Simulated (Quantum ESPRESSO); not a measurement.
# KMgH3 (Pm-3m): zone-centre phonons, part 3 of 3

Aim: the zone-centre modes of KMgH3 (Pm-3m).

Quantum ESPRESSO 7.5; DFT LDA, scalar-relativistic, plane waves, PseudoDojo norm-conserving pseudopotentials.

So far. Step 5 (Linear response at Γ): The acoustic modes at Γ come out as far as 10.9 cm⁻¹ from zero, where they should vanish, a sizeable error of basis and grid; the Born charges miss their sum rule by 1.0e-4 e, which is good. The relaxed cell has a = 3.914 Å (conventional setting).

**6. Zone-centre analysis (continued)**

Unit eigenvectors of the mass-weighted matrix after the sum rule; no LO-TO term. The modes at Γ (shares of kinetic energy by element, %):

| mode | frequency (cm⁻¹) | symmetry | K % | Mg % | H % |
| --- | --- | --- | --- | --- | --- |
| 1 | 0.0 | acoustic | 59 | 37 | 5 |
| 2 | 0.0 | acoustic | 59 | 37 | 5 |
| 3 | 0.0 | acoustic | 59 | 37 | 5 |
| 4 | 196.3 | T1u | 41 | 57 | 3 |
| 5 | 196.3 | T1u | 41 | 57 | 3 |
| 6 | 196.3 | T1u | 41 | 57 | 3 |
| 7 | 595.1 | T1u | 0 | 5 | 94 |
| 8 | 595.1 | T1u | 0 | 5 | 94 |
| 9 | 595.1 | T1u | 0 | 5 | 94 |
| 10 | 637.6 | T2u | 0 | 0 | 100 |
| 11 | 637.6 | T2u | 0 | 0 | 100 |
| 12 | 637.6 | T2u | 0 | 0 | 100 |
| 13 | 1271.2 | T1u | 0 | 1 | 99 |
| 14 | 1271.2 | T1u | 0 | 1 | 99 |
| 15 | 1271.2 | T1u | 0 | 1 | 99 |

Displacements in mode 4 (196.3 cm⁻¹), the largest set to 1:
```
K1  -0.06  0.01 -0.67
Mg2  0.09 -0.02  1.00
H3   0.07 -0.01  0.55
H4   0.05 -0.01  0.55
H5   0.05 -0.01  0.71
```

Displacements in mode 13 (1271.2 cm⁻¹), the largest set to 1:
```
K1   0.00  0.00  0.00
Mg2  0.00  0.00 -0.02
H3   0.00  0.00 -0.18
H4   0.00  0.00 -0.18
H5   0.00  0.00  1.00
```

Degenerate modes summed, no LO-TO term. Infrared lines, with heights relative to the strongest:

| position (cm⁻¹) | lines merged | label | IR intensity, relative |
| --- | --- | --- | --- |
| 196 | 3 | T1u | 0.3 |
| 595 | 3 | T1u | 100 |
| 638 | 3 | T2u | 0.0 |
| 1271 | 3 | T1u | 42 |

Static dielectric tensor (ions relaxed, fixed cell):

```
8.99 0.00 0.00
0.00 8.99 0.00
0.00 0.00 8.99
```

The rule also moves an optical mode by 0.5 cm⁻¹.

**7. Sum rules set otherwise: a sum rule for molecules or wires on a crystal**

This rule also removes rotations, which suits wires and not a crystal; it is tried to see the harm.

Input file dynmat.in:

```
&INPUT
  fildyn = 'g.dyn'
  asr    = 'one-dim'
  fileig = 'dynmat.eig'
  lperm  = .true.
/
```

Command:

```console
> dynmat.x -in dynmat.in > dynmat.out
```

The program printed:

```text
[banner, memory and clock lines left out]
Program DYNMAT v.7.5

     Reading Dynamical Matrix from file g.dyn
     ...Force constants read
     ...epsilon and Z* read
asr rotation axis in 1D system=    3
     Acoustic Sum Rule: || Z*(ASR) - Z*(orig)|| =    1.340473E-01
     Acoustic Sum Rule: ||dyn(ASR) - dyn(orig)||=    6.628133E-02
     A direction for q was not specified:TO-LO splitting will be absent

     Polarizability (A^3 units)
     multiply by 0.516315 for Clausius-Mossotti correction
        13.408761    0.000000    0.000000
         0.000000   13.408761    0.000000
         0.000000    0.000000   13.408761

     IR activities are in (D/A)^2/amu units

# mode   [cm-1]    [THz]      IR
    1     -0.00   -0.0000    0.0000
    2     -0.00   -0.0000    0.0000
    3      0.00    0.0000    0.0000
    4      0.00    0.0000    0.0000
    5    196.12    5.8795    0.1357
    6    196.12    5.8795    0.1357
    7    561.02   16.8191   29.1986
    8    594.25   17.8151   46.1398
    9    594.25   17.8151   46.1398
   10    637.27   19.1048   16.1087
   11    637.55   19.1133    0.0000
   12    637.55   19.1133    0.0000
   13   1213.48   36.3791   18.6753
   14   1271.16   38.1083   19.1387
   15   1271.16   38.1083   19.1387

Electronic dielectric permittivity tensor (relative, adimensional)
         3.810405    0.000000    0.000000
         0.000000    3.810405    0.000000
         0.000000    0.000000    3.810405

 ... with zone-center polar mode contributions
         8.988970    0.016288   -0.000000
         0.016288    8.988970    0.000000
        -0.000000    0.000000    9.005259

[end of the log left out, with the tail of the file of modes that dynmat.x writes under the same name]
```

The job ended after 0.68 s (1 thread of Intel Xeon at 2.70GHz, shared host).

The run ended normally, but on settings that are not sound.

The fault: a sum rule for molecules or wires on a crystal; 1 optical mode is projected out to zero frequency, as if it were a rotation.

For a crystal the rule has to be 'simple' or 'crystal'.

Zone-centre frequencies as printed; negative means imaginary. Modes:

```
mode  frequency (cm⁻¹)
   1                 0
   2                 0
   3                 0
   4                 0
   5             196.1
   6             196.1
   7               561
   8             594.2
   9             594.2
  10             637.3
  11             637.5
  12             637.5
  13              1213
  14              1271
  15              1271
```

**8. The LO-TO splitting (1 0 0)**

A longitudinal polar mode sets up a macroscopic field that stiffens it; the term hangs on the direction from which q goes to zero.

Input file dynmat.in:

```
&INPUT
  fildyn = 'g.dyn'
  asr    = 'simple'
  fileig = 'dynmat.eig'
  q(1)   = 1.0
  q(2)   = 0.0
  q(3)   = 0.0
/
```

Command:

```console
> dynmat.x -in dynmat.in > dynmat.out
```

The program printed:

```text
[banner, memory and clock lines left out]
Program DYNMAT v.7.5

     Reading Dynamical Matrix from file g.dyn
     ...Force constants read
     ...epsilon and Z* read

     Polarizability (A^3 units)
     multiply by 0.516315 for Clausius-Mossotti correction
        13.408761    0.000000    0.000000
         0.000000   13.408761    0.000000
         0.000000    0.000000   13.408761

     IR activities are in (D/A)^2/amu units

# mode   [cm-1]    [THz]      IR
    1     -0.00   -0.0000    0.0000
    2      0.00    0.0000    0.0000
    3      0.00    0.0000    0.0000
    4    196.27    5.8839    0.1401
    5    196.27    5.8839    0.1401
    6    197.61    5.9241    0.0228
    7    595.06   17.8394   46.1165
    8    595.06   17.8394   46.1165
    9    637.56   19.1137    0.0000
   10    637.56   19.1137    0.0000
   11    637.56   19.1137    0.0000
   12    844.96   25.3314   30.1968
   13   1271.17   38.1086   19.1576
   14   1271.17   38.1086   19.1576
   15   1366.08   40.9539   35.1947

[end of the log left out, with the tail of the file of modes that dynmat.x writes under the same name]
```

Run time: 0.73 s. Hardware: 1 thread.

Read from the output:

- highest mode moved by the LO-TO term: 1366 cm⁻¹

Zone-centre frequencies as printed; negative means imaginary. Modes:

```
mode  frequency (cm⁻¹)
   1                 0
   2                 0
   3                 0
   4             196.3
   5             196.3
   6             197.6
   7             595.1
   8             595.1
   9             637.6
  10             637.6
  11             637.6
  12               845
  13              1271
  14              1271
  15              1366
```

The field moves 3 modes; the highest of them now lies at 1366 cm⁻¹, where the highest that moved away lay at 1271.

**9. Results**

| Property | Result |
| --- | --- |
| space group after relaxation | Pm-3m |
| volume per atom | 12.0 Å³ |
| gap on the k-mesh | 2.33 eV |
| highest optical zone-centre mode (no LO-TO term) | 1271 cm⁻¹ |
| lowest optical zone-centre mode | 196.3 cm⁻¹ |
| highest mode moved by the LO-TO term | 1366 cm⁻¹ |
| mean high-frequency dielectric constant | 3.81 |
| largest Born charge in size (third of the trace) | 1.84 e |
| mean static dielectric constant | 8.99 |
| imaginary optical modes at the zone centre (no q mesh in this session) | none |

In words: At the LDA level the optical modes of KMgH3 (Pm-3m) at the zone centre (no LO-TO term) run from 196 to 1271 cm⁻¹. Along the directions run, the highest mode that the macroscopic field moves lies at 1366 cm⁻¹. Lattice motion raises the mean dielectric constant from 3.810 to 8.995. Of the 12 optical modes, 9 are infrared active alone and 3 are silent. These are harmonic frequencies at zero temperature: anharmonic shifts and linewidths and thermal expansion are left out.

[Host names and launcher messages were left out of these logs when they were recorded.]

[Logs are printed without paths, hosts, clocks, repeated set-up lines and the standing remarks that a program may print on its own settings, such as how far it seeks lower states.]

[Hosts, paths, dates, database ids (printed as entryN), source tags and the programs' standing remarks are cut or masked in the printed files.]
